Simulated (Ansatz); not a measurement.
## In2O3 (R-3c): the LDA gap against the k mesh of the density

Aim: see how gap, energy and time of In2O3 (R-3c) follow the k mesh of the density.

Program: Ansatz 0.2.0. Level of theory: DFT, LDA, plane waves, PAW. Results are calculated unless marked as measured.

This is a report of a sequence of runs, with most program output left out.

## Step 1: The structure

Symmetry: R-3c, No. 167, trigonal system. The conventional cell has a = 5.487 Å, b = 5.487 Å, c = 14.510 Å, α = 90.00°, β = 90.00°, γ = 120.00°. Nearest to In lie 6 O at 2.12 to 2.26 Å. Nearest to O lie 4 In at 2.12 to 2.26 Å. Farther neighbours and most contacts between anions are not listed.

Structure file:

```cif
data_structure
_symmetry_space_group_name_H-M 'R-3c:H'
_symmetry_Int_Tables_number 167
_cell_length_a 5.4870
_cell_length_b 5.4870
_cell_length_c 14.5100
_cell_angle_alpha 90.000
_cell_angle_beta 90.000
_cell_angle_gamma 120.000
_cell_volume 378.33
loop_
_atom_site_label
_atom_site_type_symbol
_atom_site_symmetry_multiplicity
_atom_site_Wyckoff_symbol
_atom_site_fract_x
_atom_site_fract_y
_atom_site_fract_z
_atom_site_occupancy
In1 In 12 c 0.33333 0.66667 0.02398 1
O1 O 18 e 0.29800 0.00000 0.25000 1
```

The cell and positions come from the Crystallography Open Database and are kept as given unless a step says otherwise. This is not the form that In2O3 usually takes at ambient conditions. The default PAW set here is soft_2. Its files were made with PBE.

## Step 2: k mesh of the density: 2×2×2

Input file input.yaml:

```yaml
crystal:
  lattice:
    - [2.7435, 1.5839604635, 4.8366666667]
    - [-2.7435, 1.5839604635, 4.8366666667]
    - [0.0, -3.167920927, 4.8366666667]
  atoms:
    - { symbol: In, position: [0.35731, 0.35731, 0.35731] }
    - { symbol: In, position: [0.14269, 0.14269, 0.14269] }
    - { symbol: In, position: [0.64269, 0.64269, 0.64269] }
    - { symbol: In, position: [0.85731, 0.85731, 0.85731] }
    - { symbol: O, position: [0.548, 0.952, 0.25] }
    - { symbol: O, position: [0.25, 0.548, 0.952] }
    - { symbol: O, position: [0.952, 0.25, 0.548] }
    - { symbol: O, position: [0.452, 0.048, 0.75] }
    - { symbol: O, position: [0.75, 0.452, 0.048] }
    - { symbol: O, position: [0.048, 0.75, 0.452] }
kpoints:
  mp_grid: { grid: [2, 2, 2] }
  band_path:
    path:
      - [0.0, 0.0, 0.0]
      - [0.5, 0.5, 0.5]
      - [0.76183349, 0.23816651, 0.5]
      - [0.5, -0.23816651, 0.23816651]
      - [0.5, 0.0, 0.0]
      - [0.36908326, -0.36908326, 0.0]
      - [0.63091674, 0.0, 0.36908326]
      - [0.5, 0.0, 0.5]
      - [0.3, 0.0, 0.0]
    npoints: 1
hamiltonian:
  xc: lda
scf:
  occupations: { method: fixed }
  n_extra_bands: 7
output:
  eigenvalues: true
```

On the command line:

```sh
ansatz run input.yaml --threads 8 --pin off --max-ram 55296MiB --backend cuda --events-out ev --progress --plain --runs-dir out --devices 1 --max-vram 24GiB  # rebuilt from the run's record
```

The job ended after 1.4 s (1 × NVIDIA H100 80GB HBM3 with 8 threads of AMD EPYC 7R13 (Zen 3), shared host; peak memory 0.96 GiB; 2.1 s of CPU time).

This step gave:

| Item | Value |
| --- | --- |
| gap | 1.161 eV |
| valence top at | k = (0.300, 0.000, 0.000) |
| conduction bottom at | Γ |
| least direct gap | 1.210 eV |

The gap is indirect, with the least direct gap 0.05 eV higher.

## Step 3: k mesh of the density: 4×4×4

Changes to input.yaml since step 2:

```diff
@@ -17,3 +17,3 @@
 kpoints:
-  mp_grid: { grid: [2, 2, 2] }
+  mp_grid: { grid: [4, 4, 4] }
   band_path:
@@ -37 +37,5 @@
   eigenvalues: true
+  write_density: true
+  write_potential: true
+  elf: true
+  volumetric_format: npy
```

It took 1.9 s on 1 × NVIDIA H100 80GB HBM3 with 8 threads; peak memory 0.96 GiB; 3.1 s of CPU time.

This step gave:

| Property | Result |
| --- | --- |
| gap | 1.175 eV |
| valence top at | k = (0.300, 0.000, 0.000) |
| conduction bottom at | Γ |
| least direct gap | 1.224 eV |

The gap is 1.175 eV, +0.014 eV from the run before at this level.

## Step 4: k mesh of the density: 6×6×6 (the default)

input.yaml, the sections that differ from step 3:

```yaml
kpoints:
  mp_grid: { grid: [6, 6, 6] }
  band_path:
    path:
      - [[0.0, 0.0, 0.0], [0.5, 0.5, 0.5], [0.76183349, 0.23816651, 0.5]]
      - [[0.5, -0.23816651, 0.23816651], [0.5, 0.0, 0.0], [0.0, 0.0, 0.0], [0.36908326, -0.36908326, 0.0]]
      - [[0.63091674, 0.0, 0.36908326], [0.5, 0.0, 0.5], [0.0, 0.0, 0.0]]
    npoints: 10
scf:
  occupations: { method: fermi_dirac, width: 0.02 }
  n_extra_bands: 7
# crystal, hamiltonian, output: as in step 3
```

Elapsed: 2 s, on 1 × NVIDIA H100 80GB HBM3 with 8 threads; peak memory 0.98 GiB; 3 s of CPU time.

Numbers from this step:

| Quantity | Value |
| --- | --- |
| gap | 1.176 eV |
| valence top at | k = (0.300, 0.000, 0.000) |
| conduction bottom at | Γ |
| least direct gap | 1.224 eV |

The gap is 1.176 eV, +0.001 eV from the run before at this level.

## Step 5: k mesh of the density: 8×8×8

input.yaml, the sections that differ from step 4:

```yaml
kpoints:
  mp_grid: { grid: [8, 8, 8] }
  band_path:
    path:
      - [0.0, 0.0, 0.0]
      - [0.5, 0.5, 0.5]
      - [0.76183349, 0.23816651, 0.5]
      - [0.5, -0.23816651, 0.23816651]
      - [0.5, 0.0, 0.0]
      - [0.36908326, -0.36908326, 0.0]
      - [0.63091674, 0.0, 0.36908326]
      - [0.5, 0.0, 0.5]
      - [0.3, 0.0, 0.0]
    npoints: 1
scf:
  occupations: { method: fixed }
  n_extra_bands: 7
output:
  eigenvalues: true
# crystal, hamiltonian: as in step 4
```

Run time: 1.8 s. Hardware: 1 × NVIDIA H100 80GB HBM3 with 8 threads; peak memory 0.99 GiB; 3.4 s of CPU time.

Numbers from this step:

| Quantity | Value |
| --- | --- |
| gap | 1.176 eV |
| valence top at | k = (0.300, 0.000, 0.000) |
| conduction bottom at | Γ |
| least direct gap | 1.224 eV |

The gap is 1.176 eV, as in the run before at this level.

## Step 6: The series

Differences are against the last row; a negative gap means that bands overlap, and a run with a band path holds that path's time. Times are wall times on 1 × NVIDIA H100 80GB HBM3 with 8 threads of AMD EPYC 7R13 (Zen 3), shared host, good to a factor of about two.

```tsv
k mesh of the density	gap (eV)	direct gap (eV)	gap error (eV)	energy error (meV/atom)	irreducible k	time
2×2×2	1.161	1.210	−0.015	+13.1	4	1.4 s
4×4×4	1.175	1.224	−0.001	+0.3	13	1.9 s
6×6×6	1.176	1.224	+0.000	+0.1	32	2 s
8×8×8	1.176	1.224	+0.000	+0.0	65	1.8 s
```

## Step 7: What came out

- 2×2×2: 1.161 eV
- 4×4×4: 1.175 eV
- 6×6×6: 1.176 eV
- 8×8×8: 1.176 eV

What this shows: The gap holds to 0.02 eV from 2×2×2 on, the cheapest setting tried. At 2×2×2 the gap is off by −0.015 eV and the energy by +13 meV/atom. The gap is read over the mesh and added points near the edges, so meshes differ mainly through the density and, for a hybrid, the exchange operator.

[Paths, hosts, dates, memory and timing lines, banners, echoed tables and standing remarks are left out of the program output.]

[Logs are printed without paths, hosts, clocks, repeated set-up lines and the standing remarks that a program may print on its own settings, such as how far it seeks lower states.]

[Runs of the session that timed out or met a known fault of the program may be left out.]

[Cells called generated may have been cut or substituted from an entry of the Crystallography Open Database or the Materials Project.]

[Hosts, paths, dates, database ids (printed as entryN), source tags and the programs' standing remarks are cut or masked in the printed files.]
